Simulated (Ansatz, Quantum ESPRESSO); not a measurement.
# Li2BrCl (R-3m): zone-centre phonons, part 4 of 4

Which modes does Li2BrCl (R-3m) have at the zone centre?

Quantum ESPRESSO 7.5; DFT PBE, scalar-relativistic, plane waves, GBRV ultrasoft pseudopotentials.

So far, highest mode moved by the LO-TO term (cm⁻¹): step 9 (the LO-TO splitting (1 0 0)) 346; step 10 (q direction 0×0×1) 351; step 11 (q direction 1×1×1) 348.

The structure was built from a prototype and need not be the compound's stable phase.

## 12. A second program

The same cell goes through another code, with its own cutoff. The potentials differ. Its k mesh is centred on Γ.

This step: DFT PBE, scalar-relativistic, plane waves, PseudoDojo norm-conserving pseudopotentials (Ansatz 0.2.0).

File input.yaml:

```yaml
crystal:
  lattice:
    - [1.8876069798, 1.0898103994, 6.1538258637]
    - [-1.8876069798, 1.0898103994, 6.1538258637]
    - [0.0, -2.1796207944, 6.1538258645]
  atoms:
    - { symbol: Li, position: [0.7456254604, 0.7456254604, 0.7456254604] }
    - { symbol: Li, position: [0.2543745396, 0.2543745396, 0.2543745396] }
    - { symbol: Cl, position: [0.0, 0.0, 0.0] }
    - { symbol: Br, position: [0.5, 0.5, 0.5] }
kpoints:
  mp_grid: { grid: [6, 6, 6] }
hamiltonian:
  xc: pbe
  pseudopotentials: { kind: nc, accuracy: standard }
scf:
  occupations: { method: fixed }
output:
  eigenvalues: true
phonons:
  method: dfpt
  dielectric: true
  rigid_motions: translations
  raman: true
```

The run is started by

```console
$ ansatz run input.yaml --threads 4 --pin off --max-ram 8192MiB --backend cpu --events-out ev --progress --plain --runs-dir out
```

Numbers of over 12 decimals in the logs are rounded to 6 here.

The log of the run:

```text
Engine: ansatz 0.2.0, aarch64-unknown-linux-gnu
Pseudopotentials: kind: nc
Pseudopotential: Li, nc, valence charge 3, recommended cutoff 1006.821291 eV (normal), Li.nc.azcp (PseudoDojo's, or run here from an input of PseudoDojo's; its table is named by hamiltonian.pseudopotentials.accuracy)
Pseudopotential: Cl, nc, valence charge 7, recommended cutoff 789.130201 eV (normal), Cl.nc.azcp (PseudoDojo's, or run here from an input of PseudoDojo's; its table is named by hamiltonian.pseudopotentials.accuracy)
Pseudopotential: Br, nc, valence charge 7, recommended cutoff 625.861884 eV (normal), Br.nc.azcp (PseudoDojo's, or run here from an input of PseudoDojo's; its table is named by hamiltonian.pseudopotentials.accuracy)
Functional definition: PBE
  parameter kappa = 0.804
  parameter beta = 0.066725
  exchange = pbe_x(kappa = kappa, mu = beta*pi^2/3)
  correlation = pbe_c(beta = beta)
Crystal: 4 atoms, lattice volume = 75.955 Å³
Basis set: ecut = 1006.821291 eV, 5497 PW (Γ), exchange–correlation on 144×144×144 points (8 copies of the dense FFT grid, shifted against one another)
Bands: 14, of which v1, the nominal top of the filled ones, is band 10 counted from 1 (9 counted from 0)
Symmetry: 12 space group operations
k-points: 68 of 216 (irreducible under 2 space group operations, time reversal used)
Non-local potential: Li, projectors of the file, l = 0: 2, l = 1: 2
Non-local potential: Cl, projectors of the file, l = 0: 2, l = 1: 2, l = 2: 2
Non-local potential: Br, projectors of the file, l = 0: 2, l = 1: 2, l = 2: 2
Initial density: superposition of atomic densities (chi_scale 0.1, normalization cell, long waves kept (reshape's long-wave potential 0.03 eV rms))
Initial wavefunctions: pseudopotential atomic-orbital guess
Functional: x = pbe(κ = 0.804, μ = 0.219515), c = pbe(β = 0.066725)
SCF iter   1: F=—  HF=-1273.350214 eV  |F-HF|=—  |Δ(HF+E_count)|=         —  Δρ=3.26e-2  dr2=4.58e-1  ethr=3.10e-3  ⟨swp⟩=5.1  Hψ=4818  notcnv=0  defer=89
preconditioner: auto → none  [insulator: Δε(μ)=4.981 eV  Ē_g=11.981 eV  n_scr=16 (ndim 8)  ℏωp=17.0 eV  f_vac=0.000  ε∞_Penn≈3.0]
SCF iter   2: F=—  HF=-1273.151480 eV  |F-HF|=—  |Δ(HF+E_count)|=   1.99e-1  Δρ=1.29e-2  dr2=7.94e-2  ethr=2.29e-3  ⟨swp⟩=3.0  Hψ=1789  notcnv=0  defer=131
SCF iter   3: F=—  HF=-1273.131601 eV  |F-HF|=—  |Δ(HF+E_count)|=   1.99e-2  Δρ=3.22e-3  dr2=7.62e-3  ethr=3.97e-4  ⟨swp⟩=2.4  Hψ=1805  notcnv=0  defer=136
SCF iter   4: F=—  HF=-1273.130895 eV  |F-HF|=—  |Δ(HF+E_count)|=   7.06e-4  Δρ=1.19e-3  dr2=2.67e-4  ethr=3.81e-5  ⟨swp⟩=3.0  Hψ=1624  notcnv=0  defer=136
SCF iter   5: F=—  HF=-1273.131216 eV  |F-HF|=—  |Δ(HF+E_count)|=   3.21e-4  Δρ=1.47e-4  dr2=1.98e-5  ethr=1.34e-6  ⟨swp⟩=2.0  Hψ=2004  notcnv=0  defer=136
SCF iter   6: F=—  HF=-1273.131221 eV  |F-HF|=—  |Δ(HF+E_count)|=   5.33e-6  Δρ=3.60e-5  dr2=3.48e-7  ethr=9.89e-8  ⟨swp⟩=2.0  Hψ=1428  notcnv=0  defer=134
SCF iter   7: F=—  HF=-1273.131263 eV  |F-HF|=—  |Δ(HF+E_count)|=   4.14e-5  Δρ=3.66e-6  dr2=1.21e-8  ethr=1.74e-9  ⟨swp⟩=2.0  Hψ=1494  notcnv=0  defer=130
SCF iter   8: F=—  HF=-1273.131263 eV  |F-HF|=—  |Δ(HF+E_count)|=   4.07e-9  Δρ=7.50e-7  dr2=4.17e-10  ethr=6.03e-11  ⟨swp⟩=2.0  Hψ=1360  notcnv=0  defer=130
SCF iter   9: F=-1273.131263 eV  HF=-1273.131263 eV  |F-HF|=9.09e-13  |Δ(HF+E_count)|=  9.50e-11  Δρ=6.02e-8  dr2=1.52e-12  ethr=1.00e-12  ⟨swp⟩=12.6  Hψ=7766  notcnv=0
SCF 1 converged in 9 iterations: F = -1273.131263 eV  dr2 = 1.52e-12
NSCF: frozen V_eff on 5 k-points
DFPT response loops at Γ: preconditioner auto → none (the input reference at scf.mixing.eps_inf says where Resta's filter doesn't serve); β = 0.50; Broyden in place of MSR1
── the response to a field inside a basis, on 8×8×8 k-points: an SCF that follows is theirs, and a resumed run solves both again ──
Bands: 11, of which v1, the nominal top of the filled ones, is band 10 counted from 1 (9 counted from 0)
k-points: 60 of 512
Initial density: handed on by an earlier stage of this run
Initial wavefunctions: pseudopotential atomic-orbital guess (no wavefunctions were taken with the density)
Eigensolver: Dense (60 Hₖ)
SCF iter   1: F=—  HF=-1273.127516 eV  |F-HF|=—  |Δ(HF+E_count)|=         —  Δρ=5.74e-5  dr2=3.61e-7  ethr=1.00e-1
preconditioner: auto → none  [insulator: Δε(μ)=5.048 eV  Ē_g=11.255 eV  n_scr=16 (ndim 8)  ℏωp=17.0 eV  f_vac=0.000  ε∞_Penn≈3.3]
SCF iter   2: F=—  HF=-1273.127519 eV  |F-HF|=—  |Δ(HF+E_count)|=   2.35e-6  Δρ=2.90e-5  dr2=8.55e-8  ethr=1.80e-9
SCF iter   3: F=—  HF=-1273.127520 eV  |F-HF|=—  |Δ(HF+E_count)|=   8.30e-7  Δρ=2.23e-6  dr2=3.47e-9  ethr=4.27e-10
SCF iter   4: F=-1273.127520 eV  HF=-1273.127520 eV  |F-HF|=6.84e-11  |Δ(HF+E_count)|=   2.55e-9  Δρ=3.48e-7  dr2=3.60e-11  ethr=1.73e-11
SCF 1 converged in 4 iterations: F = -1273.127520 eV  dr2 = 3.60e-11
DFPT response loops at Γ: mixed as the last ones told, above
DFPT response loops at Γ: mixed as the last ones told, above
SCF converged after 9 iterations
Free energy (F): -1273.131263 eV
Harris-Foulkes:  -1273.131263 eV  (|F-HF|=9.09e-13)
Internal energy: -1273.131263 eV  (E = F + TS)
E sigma→0 (E₀):  -1273.131263 eV
Fermi energy:    2.235272 eV
--- Per-component energies (eV) ---
  E_band       = -207.125350
  E_kinetic    = 554.861886
  E_local      = -694.759313  (includes V_loc(G=0)·N_el)
  E_nonlocal   = -131.641954
  E_hartree    = 195.835663
  E_xc         = -356.735726
  E_vxc        = -327.257290  (∫ρ·V_xc dr)
  E_ewald      = -840.691819
  E_smearing   = -0.000000  (= −TS)
  E_closure    = 0.000000  (closes the sum)
  Σ components = -1273.131263   (vs F -1273.131263, Δ=0.00e0)
--- Band table (eV; the first three rows and the last of 68) ---
  k-point 0: bands = [... 6 lower, 1.0746, 1.7714, 2.2353, 2.2353, 7.2457, 7.9907, 10.5131, 10.5131]
  k-point 1: bands = [... 6 lower, 0.9451, 1.3563, 1.6662, 2.0393, 8.0186, 8.9357, 10.5380, 11.0489]
  k-point 2: bands = [... 6 lower, 0.0507, 0.7084, 1.2672, 1.6869, 9.1102, 9.2769, 10.5579, 11.0927]
  k-point 67: bands = [... 6 lower, 1.0834, 1.0834, 2.2118, 2.2118, 8.1540, 8.4406, 11.5087, 11.5087]
--- Phonons (Γ-DFPT): 6 representative perturbations + reference, on 68 of 216 k-points (Σ response iterations 24) ---
  k mesh reduced under 2 symmetry operations, with k and −k counted as one. Each operation leaves every solved perturbation unchanged. A smaller set is not considered because the run solves the response to a homogeneous field
  ASR residual: 2.922e-5 → 0.000e0 eV/Å²; symmetrization residual: 1.746e-6 eV/Å²
  ASR residual per site (eV/Å²): 2.92e-5 2.92e-5 1.21e-5 6.89e-6
  Γ frequencies (cm⁻¹): 0.00 0.00 0.00 79.61 79.61 147.85 147.85 149.71 163.41 175.43 175.43 364.90
  ε∞ (high-frequency dielectric tensor):
        3.204086     0.000000     0.000000
        0.000000     3.204086    -0.000000
        0.000000    -0.000000     3.169168
  ε⁰ (static dielectric tensor: ions relaxed, cell fixed):
       18.199543    -0.000000     0.000000
       -0.000000    18.199543    -0.000000
        0.000000    -0.000000    16.962597
  ε⁰ − ε∞ (ionic part):
       14.995457    -0.000000     0.000000
       -0.000000    14.995457    -0.000000
        0.000000    -0.000000    13.793429
  softest optical mode at Γ: 79.61 cm⁻¹; the repairs (sum rule, projections) moved no ω² at Γ by more than (1.40 cm⁻¹)²
  Born effective charges Z* (e; rows j = field, columns β = displacement):
    site 0:
         1.21471    0.00000   -0.00000
         0.00000    1.21471    0.00000
        -0.00000    0.00000    1.21875
    site 1:
         1.21471    0.00000   -0.00000
         0.00000    1.21471    0.00000
        -0.00000    0.00000    1.21875
    site 2:
        -1.23817   -0.00000    0.00000
        -0.00000   -1.23817   -0.00000
         0.00000   -0.00000   -1.28515
    site 3:
        -1.19124   -0.00000   -0.00000
        -0.00000   -1.19124    0.00000
         0.00000    0.00000   -1.15234
  Z* charge neutrality: 1.191e-3 e pre-enforcement
  solved inside a basis spanned on kpoints, on 8×8×8 k-points: ε∞ is read to err by 8.6e-3, Z* by 8.1e-3 e (field_mesh: kpoints solves on kpoints); Z* is corrected for what the basis lacks
  Raman tensors (in the event stream and the table raman_tensors.tsv): an entry may err by 6.0e-3 Å², one of the second-order susceptibility by 1.3e-20 pm/V (basis, points and sum rule); their sum over the sites missed zero by 1.110e-16 Å² ahead of its enforcement
  optical modes at Γ without the LO–TO term, one row a degenerate level:
      ω (cm⁻¹)  modes    IR ((D/Å)²/amu)  static Raman (Å⁴/amu)  depolarisation
         79.61      2             0.3717                 0.0000               —
        147.85      2            22.0635                 0.0000               —
        149.71      1             9.3149                 0.0000               —
        163.41      1             2.0189                 0.0000               —
        175.43      2             0.0000                 0.1290           0.750
        364.90      1             0.0000                 2.2107           0.023
  optical modes at Γ + LO–TO along q̂ = [1.0000, 0.0000, 0.0000]:
      ω (cm⁻¹)  modes    IR ((D/Å)²/amu)  static Raman (Å⁴/amu)  depolarisation
         79.61      1             0.1859                 0.0000               —
         80.99      1             0.0034                 0.0000               —
        147.85      1            11.0318                 0.0000               —
        149.71      1             9.3149                 0.0000               —
        163.41      1             2.0189                 0.0000               —
        175.43      2             0.0000                 0.1290           0.750
        346.33      1            11.2142                 0.0000               —
        364.90      1             0.0000                 2.2107           0.023
  optical modes at Γ + LO–TO along q̂ = [0.0000, 1.0000, 0.0000]:
      ω (cm⁻¹)  modes    IR ((D/Å)²/amu)  static Raman (Å⁴/amu)  depolarisation
         79.61      1             0.1859                 0.0000               —
         80.99      1             0.0034                 0.0000               —
        147.85      1            11.0318                 0.0000               —
        149.71      1             9.3149                 0.0000               —
        163.41      1             2.0189                 0.0000               —
        175.43      2             0.0000                 0.1290           0.750
        346.33      1            11.2142                 0.0000               —
        364.90      1             0.0000                 2.2107           0.023
  optical modes at Γ + LO–TO along q̂ = [0.0000, 0.0000, 1.0000]:
      ω (cm⁻¹)  modes    IR ((D/Å)²/amu)  static Raman (Å⁴/amu)  depolarisation
         79.61      2             0.3717                 0.0000               —
        147.85      2            22.0635                 0.0000               —
        160.97      1             0.0032                 0.0000               —
        175.43      2             0.0000                 0.1290           0.750
        351.61      1            11.3306                 0.0000               —
        364.90      1             0.0000                 2.2107           0.023
```

The job ended after 4.8 min (4 threads of Arm Neoverse V2, shared host; peak memory 2.6 GiB).

Read from the output:

```
gap on the k-mesh                                : 5.010 eV
sum-rule residual before enforcement             : 2.92e-5 eV/Å²
miss of the charge sum rule                      : 0.001191 e
estimated error of the dielectric tensor         : 0.008557
estimated error of the Born charges              : 0.008139 e
lowest optical zone-centre mode                  : 79.61 cm⁻¹
mean high-frequency dielectric constant          : 3.192
largest Born charge in size (third of the trace) : 1.254 e
mean static dielectric constant                  : 17.79
highest mode moved by the LO-TO term             : 351.6 cm⁻¹
```

Transverse modes. Infrared lines, with heights relative to the strongest:

```
position (cm⁻¹)  label  IR intensity ((D/Å)²/amu), degenerate modes summed, relative
             80     Eu                                                           1.7
            148     Eu                                                           100
            150    A2u                                                            42
            163    A2u                                                           9.2
            175     Eg                                                           0.0
            365    A1g                                                           0.0
```

Activity x (w_L - w)^4 (n + 1)/w, 532 nm, 300 K. Raman lines, with heights relative to the strongest:

```
position (cm⁻¹)  label  Stokes intensity, strongest 100
             80     Eu                              0.0
            148     Eu                              0.0
            150    A2u                              0.0
            163    A2u                              0.0
            175     Eg                               18
            365    A1g                              100
```

## 13. The two compared: QE GBRV and Ansatz, PseudoDojo

Worked out from the results:

* root-mean-square difference: 0.12 cm⁻¹
* largest difference: 0.16 cm⁻¹

Frequencies side by side, by row:

```csv
q (reciprocal lattice),mode,QE GBRV (cm⁻¹),"Ansatz, PseudoDojo (cm⁻¹)"
0 0 0,1,0,0
0 0 0,2,0,0
0 0 0,3,0,0
0 0 0,4,79.62,79.61
0 0 0,5,79.62,79.61
0 0 0,6,148,147.8
0 0 0,7,148,147.8
0 0 0,8,149.8,149.7
0 0 0,9,163.4,163.4
0 0 0,10,175.6,175.4
0 0 0,11,175.6,175.4
0 0 0,12,365,364.9
```

The two runs side by side. Further quantities:

| quantity | QE GBRV | Ansatz, PseudoDojo |
| --- | --- | --- |
| mean ε∞ | 3.198 | 3.192 |
| largest Born charge in size (e; the first before, the second after the charge sum rule) | 1.255 | 1.254 |
| summed IR intensity ((D/Å)²/amu) | 33.7 | 33.77 |

At the zone centre the largest difference (acoustic modes at Γ apart) is 0.04 % of the highest mode.

## 14. Summary of results

```
space group after relaxation                                           : R-3m
volume per atom                                                        : 19.0 Å³
gap on the k-mesh                                                      : 5.01 eV
highest optical zone-centre mode (no LO-TO term)                       : 365.0 cm⁻¹
lowest optical zone-centre mode                                        : 79.6 cm⁻¹
highest mode moved by the LO-TO term                                   : 351.1 cm⁻¹
mean high-frequency dielectric constant                                : 3.20
largest Born charge in size (third of the trace)                       : 1.26 e
mean static dielectric constant                                        : 17.7
imaginary optical modes at the zone centre (no q mesh in this session) : none
largest difference from Ansatz, PseudoDojo                             : 0.16 cm⁻¹
```

What this shows: At the PBE level the optical modes of Li2BrCl (R-3m) at the zone centre (no LO-TO term) run from 80 to 365 cm⁻¹. Along the directions run, the highest mode that the macroscopic field moves lies at 351 cm⁻¹. Lattice motion raises the mean dielectric constant from 3.198 to 17.74. Of the 9 optical modes, 6 are infrared active alone and 3 are Raman active alone; inversion symmetry keeps the two sets apart. QE GBRV and Ansatz, PseudoDojo agree to 0.16 cm⁻¹ (0.04 % of the highest mode compared) on all solved modes but the acoustic ones at Γ, without the LO-TO term. These are harmonic frequencies at zero temperature: anharmonic shifts and linewidths and thermal expansion are left out. The structure is a hypothetical one, built on a prototype.

[Host names and launcher messages were left out of these logs when they were recorded.]

[Logs are printed without paths, hosts, clocks, repeated set-up lines and the standing remarks that a program may print on its own settings, such as how far it seeks lower states.]

[Hosts, paths, dates, database ids (printed as entryN), source tags and the programs' standing remarks are cut or masked in the printed files.]
